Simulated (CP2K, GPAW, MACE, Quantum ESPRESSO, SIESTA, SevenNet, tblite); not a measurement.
# GPAW on generalised stacking fault on (111) (glide set) of a Ge-Sn solid solution (48 atoms): settings against a plane-wave reference, part 2 of 2

Wanted: GPAW inputs and outputs for generalised stacking fault on (111) (glide set) of a Ge-Sn solid solution (48 atoms), checked against a plane-wave reference.

Program: GPAW 26.7.0; the method stands at each step. Banners, paths, timers and routine set-up lines are dropped from the logs unmarked, and long logs keep their key lines alone; longer cuts are marked.

So far. Step 4 (LDA, LCAO dzp, h 0.2 Å): Against the first run (6.3 %), the force difference from the reference is 5.8 %, at 0.87 times the CPU time; the model has changed, so this is no error of the program alone. Step 5 (PBE, LCAO szp(dzp), h 0.2 Å): Against the first run (6.3 %), the force difference from the reference is 14 %, at 0.78 times the CPU time, with 502 basis functions against 764: the smaller basis costs accuracy.

## Step 6: PBE, LCAO dzp, h 0.15 Å

Method: Kohn-Sham DFT, PBE, PAW, atomic orbitals (dzp).

run.py reads:

```python
import numpy as np
from ase.io import read
from gpaw import GPAW, FermiDirac

atoms = read("structure.xyz")
atoms.calc = GPAW(
    mode="lcao",
    basis="dzp",
    h=0.15,
    xc="PBE",
    kpts={"size": (1, 1, 1), "gamma": True},
    occupations=FermiDirac(0.05),
    maxiter=200,
    symmetry={"point_group": False},
    txt="gpaw.txt",
)
energy = atoms.get_potential_energy(force_consistent=True)
forces = atoms.get_forces()
print(f"energy {energy:.6f} eV")
print("forces (eV/A)")
for i, (a, f) in enumerate(zip(atoms, forces)):
    print(f"{i:4d} {a.symbol:2s} {f[0]:10.5f} {f[1]:10.5f} {f[2]:10.5f}")
print(f"Fermi level {atoms.calc.get_fermi_level():.4f} eV")
for k in range(len(atoms.calc.get_ibz_k_points())):
    for s in range(atoms.calc.get_number_of_spins()):
        e = atoms.calc.get_eigenvalues(kpt=k, spin=s)
        n = np.searchsorted(e, atoms.calc.get_fermi_level())
        print(f"k {k} spin {s} levels about the Fermi level:", np.round(e[max(n - 6, 0):n], 4).tolist(), "|", np.round(e[n:n + 6], 4).tolist())
```

structure.xyz reads:

```xyz
48
Lattice="8.33424 0.00000 0.00000 0.00000 7.21767 0.00000 0.34729 0.00000 20.51464" Properties=species:S:1:pos:R:3 pbc="T T T"
[... 48 atom lines left out: the same atoms as in the first run ...]
```

Command:

```sh
$ OMP_NUM_THREADS=1 python run.py > output.txt
```

The log of the run:

```text
energy -177.300626 eV
forces (eV/A)
   0 Ge   -1.74182   -0.13797    0.13896
   1 Sn    1.23249    0.45000   -1.55249
   2 Sn   -1.11395   -0.01095    1.23691
   3 Ge    1.36111    0.41168    0.76063
   4 Sn   -3.31551   -1.39312    1.65893
   5 Ge   -0.97377    0.85595    0.21989
   6 Ge    1.56537   -0.94127    0.92580
   7 Ge   -1.31376   -0.20817   -1.19842
   8 Ge   -3.86386   -2.48568    2.49993
   9 Ge   -1.79555   -0.22729   -1.55428
  10 Sn   -2.16491   -1.31502    1.73119
  11 Ge    2.16959    0.15129   -0.98590
  12 Sn    0.26377   -0.20092   -0.73787
  13 Sn    0.55793    0.52233    0.88662
  14 Ge    0.36757    0.09362    0.37939
  15 Ge   -0.14686    0.72561   -0.71503
  16 Ge    0.87531   -0.57479    0.30997
  17 Ge   -1.01861    0.67734   -0.41493
  18 Ge   -0.33771   -0.93458    0.70239
  19 Ge   -2.26496    0.52368   -0.93356
  20 Ge   -1.78761   -1.20719    0.50180
  21 Sn    1.32964    1.99784   -1.19933
  22 Ge    1.86507   -0.80772    0.86496
  23 Ge   -1.54772    0.19636   -0.44487
[...]
40 Sn   -0.44547    0.85678   -1.44586
  41 Sn   -0.01384   -2.51146    0.67038
  42 Sn    0.51776    2.82110    1.02354
  43 Ge    0.51133   -0.19996    0.26979
  44 Sn    1.11810   -0.69824    0.85733
  45 Ge    1.69421    1.27449   -0.52540
  46 Ge    0.53518   -0.33698   -0.23073
  47 Ge    1.84220   -0.03685   -1.38477
Fermi level 5.7862 eV
k 0 spin 0 levels about the Fermi level: [5.2358, 5.3763, 5.4209, 5.6869, 5.7209, 5.7464] | [5.8147, 5.8378, 5.9972, 6.036, 6.2382, 6.3683]
```

gpaw.txt:

```text
Input parameters:
  mode=LCAO(),
  basis={'default': 'dzp'},
  h=0.15,
  kpts=MonkhorstPack(size=(1, 1, 1), gamma=True),
  maxiter=200,
  occupations=Occupations(name='fermi-dirac', width=0.05, fixmagmom=False),
  symmetry=Symmetry(point_group=False),
  xc=XC(name='PBE')
Unit cell  # Å
| periodic |        x |        y |         z |   lengths |    angles |
[... lines left out ...]
  Fermi-Dirac:
[... lines left out ...]
convergence criteria:
- Maximum [total energy] change in last 3 cyles: 0.0005 eV / valence electron
[... lines left out ...]
Converged in 17 steps
[... lines left out ...]
  Free energy:    -177.300626
  Extrapolated:   -177.157532
dipole moment: (206.802429, 41.908412, -28.511785)  # |e|*Ang
Fermi level: 5.786
Eigenvalues  # (at kpt = [0.000, 0.000, 0.000])
| band index |      eig [eV] | occ [0-2] |
|------------|---------------|-----------|
|          0 |       -16.708 |     2.000 |
|        ... |               |           |
|        158 |         4.952 |     2.000 |
|        159 |         5.150 |     2.000 |
[...]
|        173 |         6.502 |     0.000 |
|        ... |               |           |
|        203 |         9.393 |     0.000 |
Gap: 0.068 eV
Transition (v -> c):
  (s=0, k=0, n=165, [0.00, 0.00, 0.00]) -> (s=0, k=0, n=166, [0.00, 0.00, 0.00])
No difference between direct/indirect transitions
Force computation time: 42.716  # s
timing:  # [seconds]
  Total:  376.448  # ━━━━━━━━━━━━━━━━━━━━━━━━━━━━━━━━━━━━━━━━━━━━━━━━━━━━━━━━
  Init:    19.509  # ━━━
  SCF:    314.197  # ━━━━━━━━━━━━━━━━━━━━━━━━━━━━━━━━━━━━━━━━━━━━━━╸
  Forces:  42.716  # ━━━━━━╸
```

Run time: 6.3 min. Hardware: 1 thread of Arm Neoverse V1, shared host; peak memory 2.7 GiB.

Against the reference:

```
r.m.s. force component                          : 1.254 eV/Å
r.m.s. difference of force components           : 73.2 meV/Å
longest difference of force vectors             : 264.8 meV/Å
force difference over r.m.s. force              : 6.106 %
slope of forces against the reference's         : 1.045
correlation of force components                 : 0.9992
energy less the same-level run's                : -11.94 meV/atom
r.m.s. force difference from the same-level run : 12.64 meV/Å
```

Against the first run (6.3 %), the force difference from the reference is 6.1 %, at 2.2 times the CPU time: the change moves forces by 13 meV/Å r.m.s., so most of the difference comes from elsewhere.

## Step 7: Side by side

Differences are against the plane-wave reference, forces as r.m.s. over components; share is that over the reference's r.m.s. force, slope the least-squares factor from reference forces to these. Total energies of different programs have different zeros and aren't compared.

| run | Δ force, r.m.s. (meV/Å) | share (%) | slope | cores | CPU time | memory (GiB) |
| --- | --- | --- | --- | --- | --- | --- |
| reference | - | - | - | 4 | 11 min | 3 |
| GPAW PBE, LCAO dzp, h 0.2 Å | 75.0 | 6.25 | 1.046 | 1 | 2.8 min | 1.2 |
| GPAW PBE, grid h 0.18 Å | 29.4 | 2.45 | 0.995 | 2 | 20 min | 3.5 |
| GPAW LDA, LCAO dzp, h 0.2 Å | 69.6 | 5.81 | 0.959 | 1 | 2.4 min | 1.2 |
| GPAW PBE, LCAO szp(dzp), h 0.2 Å (coarse) | 169 | 14.1 | 1.117 | 1 | 2.2 min | 1.1 |
| GPAW PBE, LCAO dzp, h 0.15 Å | 73.2 | 6.11 | 1.045 | 1 | 6.3 min | 2.7 |

Rows marked coarse were listed beforehand as settings not expected to be converged; some can still land near the reference.

CPU time is summed over cores on a shared host, where runs went side by side, so it is rough. Symmetry, cutoffs, thresholds, outputs and thread counts weren't matched or tuned between programs; memory under MPI is the largest rank's times the ranks.

Within one program, basis, potentials and functional, energies share a zero. Each run against its twin at the usual cutoff or grid and solver:

```csv
run,twin,Δ energy (meV/atom),"Δ force, r.m.s. (meV/Å)",CPU time over the twin's
"GPAW PBE, LCAO dzp, h 0.15 Å","LCAO dzp, h 0.2 Å",-11.9,12.6,2.2
```

## Step 8: What came out

```
nearest in forces : GPAW PBE, grid h 0.18 Å, 2.5 %
its CPU time      : 20 min
```

What this shows: PBE on plane waves or a grid with other potentials, cutoffs or grids, coarse settings apart, differs from the reference by 2.5 % (GPAW PBE, grid h 0.18 Å) of the r.m.s. force; this holds the reference's own error, so differences of a few per cent don't tell which side is nearer the exact PBE result. The PBE runs in local orbitals, coarse settings apart, differ by 6.1 % (GPAW PBE, LCAO dzp, h 0.15 Å) to 6.3 % (GPAW PBE, LCAO dzp, h 0.2 Å); basis, grid and potentials can all enter. Rows with another functional or a dispersion term differ by 5.8 % (GPAW LDA, LCAO dzp, h 0.2 Å), which mixes the change of model with differences of basis and potentials. Runs with settings chosen to be coarse differ by 14 % (GPAW PBE, LCAO szp(dzp), h 0.2 Å), their programs' other errors included. Of the electronic-structure runs that take under half the reference's CPU time, GPAW LDA, LCAO dzp, h 0.2 Å comes nearest, at 5.8 % in 2.4 min against 11 min. GPAW PBE, LCAO szp(dzp), h 0.2 Å stiffens the forces by a factor of 1.12 while following their directions (correlation 0.998); the slopes of the 5 GPAW runs lie between 0.96 and 1.12. The potentials hold different valence shells: 672 electrons in the reference, 332 in GPAW; this bears on time and differences. GPAW's setups keep the filled d shell of Ge in the core. The reference's stress is far from hydrostatic: its diagonal is 15.9, 3.3, 6.0 GPa, compression counted positive. The host structure and its lattice constant were typed by rule, without a check against the phase diagram. The reference's pressure of 8.4 GPa belongs to a cell and atoms that aren't relaxed at this level. The electronic-structure runs sample only Γ, in a cell whose shortest periodic width is 7 Å, which is coarse for a cell with partly filled levels.

[Also dropped from logs without a mark: logging warnings of Python, and SIESTA's first energy breakdown and zero terms.]

[Logs are printed without paths, hosts, clocks, repeated set-up lines and the standing remarks that a program may print on its own settings, such as how far it seeks lower states.]

[Hosts, paths, dates, database ids (printed as entryN), source tags and the programs' standing remarks are cut or masked in the printed files.]
